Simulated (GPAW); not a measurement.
**Quasiparticle gap of LiCl (Fm-3m) in GPAW**

Aim: the G0W0 gap of LiCl (Fm-3m) on LDA, step by step.

Calculated with GPAW 26.7.0; LDA and many-body steps on it, plane waves.

This is a report of a sequence of runs, with most program output left out.

### 1. The starting structure

Symmetry: Fm-3m, No. 225, cubic system. Conventional cell: a = 5.143 Å, b = 5.143 Å, c = 5.143 Å, α = 90.00°, β = 90.00°, γ = 90.00°. Li has 6 Cl at 2.57 Å nearest. Nearest to Cl lie 6 Li at 2.57 Å. Farther neighbours and most contacts between anions are not listed.

Coordinates:

```
Li Cl
1.0
     0.00000    2.57150    2.57150
     2.57150    0.00000    2.57150
     2.57150    2.57150    0.00000
Li Cl
1 1
Cartesian
  0.0000 0.0000 0.0000
  2.5715 2.5715 2.5715
```

The cell and positions come from the Crystallography Open Database and are kept as given unless a step says otherwise.

### 2. Ground state

This step: GPAW 26.7.0; DFT, LDA, plane waves, PAW.

The ground-state density comes first.

File run.py:

```python
import json
import numpy as np
from gpaw.mpi import world
from ase import Atoms
from gpaw import GPAW, PW, FermiDirac

atoms = Atoms(['Li', 'Cl'],
    cell=[[0.0000000000, 2.5715000000, 2.5715000000],
      [2.5715000000, 0.0000000000, 2.5715000000],
      [2.5715000000, 2.5715000000, 0.0000000000]],
    scaled_positions=[[0.0000000000, 0.0000000000, 0.0000000000],
      [0.5000000000, 0.5000000000, 0.5000000000]],
    pbc=(True, True, True))
calc = GPAW(mode=PW(600),
    xc='LDA',
    kpts={'size': (8, 8, 8), 'gamma': True},
    occupations=FermiDirac(0.001),
    nbands=-7,
    convergence={'density': 1e-6, 'bands': -3},
    maxiter=100,
    txt='gs.txt')
atoms.calc = calc
res = {'energy': atoms.get_potential_energy()}
kpts = calc.get_ibz_k_points()
res['kpts'] = kpts
res['eigenvalues'] = [calc.get_eigenvalues(kpt=k) for k in range(len(kpts))]
res['n_electrons'] = calc.get_number_of_electrons()
calc.write('gs.gpw')

if world.rank == 0:
    with open('result.json', 'w') as f:
        json.dump(res, f, default=lambda x: x.tolist())
```

The run is started by

```sh
$ mpirun -n 8 gpaw python run.py
```

Run time: 4.7 s. Hardware: 8 MPI ranks of Arm Neoverse V1, shared host; peak memory 1.1 GiB; 36 s of CPU time.

Numbers from this step:

```yaml
total_energy: -8.020 eV
gap: 5.941 eV
k_of_the_valence_top: 0, 0, 0
k_of_the_conduction_bottom: 0, 0, 0
least_direct_gap: 5.941 eV
```

The gap is direct, at Γ.

### 3. Bands along the symmetry lines

The cheap functional maps the bands first; the places of the edges decide which points the dearer methods must see.

File run.py:

```python
import json
import numpy as np
from gpaw.mpi import world
from gpaw import GPAW

path = [[0.000000, 0.000000, 0.000000],
    [0.062500, 0.000000, 0.062500],
    [0.125000, 0.000000, 0.125000],
    [0.187500, 0.000000, 0.187500],
    [0.250000, 0.000000, 0.250000],
    [0.312500, 0.000000, 0.312500],
    [0.375000, 0.000000, 0.375000],
    [0.437500, 0.000000, 0.437500],
    [0.500000, 0.000000, 0.500000],
    [0.515625, 0.031250, 0.515625],
    [0.531250, 0.062500, 0.531250],
    [0.546875, 0.093750, 0.546875],
    [0.562500, 0.125000, 0.562500],
    [0.578125, 0.156250, 0.578125],
    [0.593750, 0.187500, 0.593750],
    [0.609375, 0.218750, 0.609375],
    [0.625000, 0.250000, 0.625000],
    [0.375000, 0.375000, 0.750000],
    [0.328125, 0.328125, 0.656250],
    [0.281250, 0.281250, 0.562500],
    [0.234375, 0.234375, 0.468750],
    [0.187500, 0.187500, 0.375000],
    [0.140625, 0.140625, 0.281250],
    [0.093750, 0.093750, 0.187500],
    [0.046875, 0.046875, 0.093750],
    [0.000000, 0.000000, 0.000000],
    [0.062500, 0.062500, 0.062500],
    [0.125000, 0.125000, 0.125000],
    [0.187500, 0.187500, 0.187500],
    [0.250000, 0.250000, 0.250000],
    [0.312500, 0.312500, 0.312500],
    [0.375000, 0.375000, 0.375000],
    [0.437500, 0.437500, 0.437500],
    [0.500000, 0.500000, 0.500000],
    [0.500000, 0.468750, 0.531250],
    [0.500000, 0.437500, 0.562500],
    [0.500000, 0.406250, 0.593750],
    [0.500000, 0.375000, 0.625000],
    [0.500000, 0.343750, 0.656250],
    [0.500000, 0.312500, 0.687500],
    [0.500000, 0.281250, 0.718750],
    [0.500000, 0.250000, 0.750000],
    [0.500000, 0.218750, 0.718750],
    [0.500000, 0.187500, 0.687500],
    [0.500000, 0.156250, 0.656250],
    [0.500000, 0.125000, 0.625000],
    [0.500000, 0.093750, 0.593750],
    [0.500000, 0.062500, 0.562500],
    [0.500000, 0.031250, 0.531250],
    [0.500000, 0.000000, 0.500000]]
calc = GPAW('gs.gpw').fixed_density(kpts=path,
    symmetry='off',
    nbands=14,
    convergence={'bands': 10},
    txt='bands.txt')
res = {}
kpts = calc.get_ibz_k_points()
res['kpts'] = kpts
res['eigenvalues'] = [calc.get_eigenvalues(kpt=k) for k in range(len(kpts))]
res['n_electrons'] = calc.get_number_of_electrons()

if world.rank == 0:
    with open('result.json', 'w') as f:
        json.dump(res, f, default=lambda x: x.tolist())
```

The run is started by

```sh
$ mpirun -n 8 gpaw python run.py
```

Wall time 5.2 s (8 MPI ranks); peak memory 1.2 GiB.

Numbers from this step:

* gap: 5.936 eV
* k of the valence top: 0.0938, 0.0938, 0.1875
* k of the conduction bottom: 0, 0, 0
* least direct gap: 5.941 eV

The gap is 5.936 eV, −0.005 eV from the run before at this level.

The electronic bands at the labelled points (eV, zero at the top of the highest filled band; v1 is the highest filled band, c1 the lowest empty one):

| point | v4 | v3 | v2 | v1 | c1 | c2 | c3 | c4 |
| --- | --- | --- | --- | --- | --- | --- | --- | --- |
| Γ | -13.33 | -0.01 | -0.01 | -0.01 | 5.94 | 11.61 | 11.61 | 11.61 |
| halfway | -12.95 | -1.55 | -0.61 | -0.61 | 8.19 | 9.24 | 9.37 | 12.14 |
| X | -12.50 | -2.96 | -1.13 | -1.13 | 7.56 | 7.99 | 12.03 | 13.69 |
| halfway | -12.50 | -2.85 | -1.36 | -1.05 | 7.67 | 8.43 | 11.74 | 12.74 |
| U | -12.53 | -2.54 | -1.82 | -0.85 | 7.75 | 9.62 | 11.07 | 11.37 |
| jump to K | -12.53 | -2.54 | -1.82 | -0.85 | 7.75 | 9.62 | 11.07 | 11.37 |
| halfway | -12.94 | -1.76 | -0.89 | -0.09 | 7.57 | 9.76 | 9.99 | 10.53 |
| Γ | -13.33 | -0.01 | -0.01 | -0.01 | 5.94 | 11.61 | 11.61 | 11.61 |
| halfway | -13.06 | -1.62 | -0.14 | -0.14 | 6.84 | 10.33 | 10.33 | 10.63 |
| L | -12.75 | -2.87 | -0.25 | -0.25 | 6.38 | 9.14 | 9.14 | 12.58 |
| halfway | -12.63 | -2.60 | -1.34 | -0.59 | 7.85 | 8.98 | 10.18 | 11.39 |
| W | -12.51 | -2.17 | -2.17 | -1.08 | 9.23 | 9.75 | 10.09 | 10.09 |
| halfway | -12.50 | -2.75 | -1.47 | -1.10 | 8.03 | 8.64 | 11.45 | 11.77 |
| X | -12.50 | -2.96 | -1.13 | -1.13 | 7.56 | 7.99 | 12.03 | 13.69 |

### 4. Empty states on the mesh, 4×4×4 mesh, 151 bands

The sums over transitions need many empty states on a uniform mesh; this step solves for them.

File run.py:

```python
import json
import numpy as np
from gpaw.mpi import world
from gpaw import GPAW

calc = GPAW('gs.gpw').fixed_density(kpts={'size': (4, 4, 4), 'gamma': True},
    parallel={'domain': 1, 'band': 1},
    txt='nscf.txt')
calc.diagonalize_full_hamiltonian(nbands=151)
calc.write('full.gpw', mode='all')
res = {}
kpts = calc.get_ibz_k_points()
res['kpts'] = kpts
res['eigenvalues'] = [calc.get_eigenvalues(kpt=k) for k in range(len(kpts))]
res['n_electrons'] = calc.get_number_of_electrons()

if world.rank == 0:
    with open('result.json', 'w') as f:
        json.dump(res, f, default=lambda x: x.tolist())
```

The run is started by

```sh
$ mpirun -n 8 gpaw python run.py
```

The job ended after 5.9 s (8 MPI ranks; peak memory 1.8 GiB; 47 s of CPU time).

This step gave:

| Property | Result |
| --- | --- |
| gap | 5.941 eV |
| k of the valence top | 0, 0, 0 |
| k of the conduction bottom | 0, 0, 0 |
| least direct gap | 5.941 eV |
| k points computed | 8 |
| lowest point of the top converged band, above the valence top | 146.4367 eV |

On this mesh the gap is 5.941 eV.

### 5. Screening and self-energy, 4×4×4 mesh, 141 bands, screening to 150 eV

Now the one-shot GW correction: screening in the RPA, then the self-energy of the levels asked for.

This step: G0W0 on LDA, plane waves, PAW.

File run.py:

```python
import json
import numpy as np
from gpaw.mpi import world
from gpaw.response.g0w0 import G0W0

gw = G0W0('full.gpw',
    filename='gw',
    kpts=[0],
    bands=(2, 6),
    ecut=150,
    nbands=141,
    integrate_gamma='WS',
    ppa=True)
gw.calculate()
res = {mode: {k: v for k, v in r.items() if k != 'sigma_eskwn'}
       for mode, r in gw.all_results.items()}

if world.rank == 0:
    with open('result.json', 'w') as f:
        json.dump(res, f, default=lambda x: x.tolist())
```

The run is started by

```sh
$ mpirun -n 8 gpaw python run.py
```

Wall time 19 s (8 MPI ranks); peak memory 1.7 GiB; 2.5 min of CPU time.

This step gave:

| Quantity | Value |
| --- | --- |
| G0W0 gap on the points computed | 8.675 eV |
| least direct G0W0 gap on the computed points | 8.675 eV |
| Z at the valence top | 0.8049 |
| Z at the conduction bottom | 0.8460 |
| starting gap on the mesh | 5.941 eV |
| k of the valence top | 0, 0, 0 |
| k of the conduction bottom | 0, 0, 0 |

The gap on the mesh goes from 5.94 eV to 8.67 eV, a correction of +2.73 eV.

Limits: finite bands, cutoff and mesh; coarse k mesh. v1 is the top filled band, c1 the lowest empty one. The levels before and after the correction (eV, zero at the valence-band top of each column):

|  | conduction bottom | valence top |
| --- | --- | --- |
| Kohn-Sham | 5.94 | 0.00 |
| G0W0 | 8.67 | 0.00 |

|  | level | energy (eV) |
| --- | --- | --- |
| Kohn-Sham | Γ v2-v1 | 0.000 |
| Kohn-Sham | Γ c1 | 5.941 |
| Kohn-Sham | Γ c2 | 11.616 |
| G0W0 | Γ v2-v1 | 0.000 |
| G0W0 | Γ c1 | 8.675 |
| G0W0 | Γ c2 | 14.706 |

### 6. Where the time went

Times are wall times on 8 MPI ranks of Arm Neoverse V1, shared host, good to a factor of about two.

| step | time | share | memory (GiB) |
| --- | --- | --- | --- |
| ground state | 4.7 s | 14 % | 1.1 |
| bands along the symmetry lines | 5.2 s | 15 % | 1.2 |
| empty states on the mesh | 5.9 s | 17 % | 1.8 |
| screening and self-energy | 19 s | 54 % | 1.7 |

### 7. What came out

| Property | Result |
| --- | --- |
| LDA gap | 5.94 eV, indirect (only 5 meV under the direct gap) |
| G0W0 gap on the mesh | 8.67 eV |
| GW settings | 4×4×4 mesh, 141 bands, screening to 150 eV, Godby-Needs plasmon pole |
| known limits | not at the basis limit; coarse k mesh |

In words: G0W0 moves the gap on the mesh from 5.94 eV to 8.67 eV (+2.73 eV), with Z of 0.80 and 0.85 at the edges. Only 1 of the mesh's irreducible points was corrected, so a valley elsewhere could overtake. The dearest step here is «screening and self-energy». Bands and cutoff are finite, so the gap is not at the basis limit. The miss can reach some tenths of an eV and take either sign; the mesh is an error of its own. These stock PAW sets were not made for GW. In the G0W0 run levels were corrected at 1 k point alone, so a gap called «on the mesh» is the least over those, and an edge elsewhere would be missed. The 4×4×4 mesh is coarse for this cell, which bears on the long-range parts of exchange and screening.

[Paths, hosts, dates, memory and timing lines, banners, echoed tables and standing remarks are left out of the program output.]

[Logs are printed without paths, hosts, clocks, repeated set-up lines and the standing remarks that a program may print on its own settings, such as how far it seeks lower states.]

[Runs of the session that timed out or met a known fault of the program may be left out.]

[Hosts, paths, dates, database ids (printed as entryN), source tags and the programs' standing remarks are cut or masked in the printed files.]
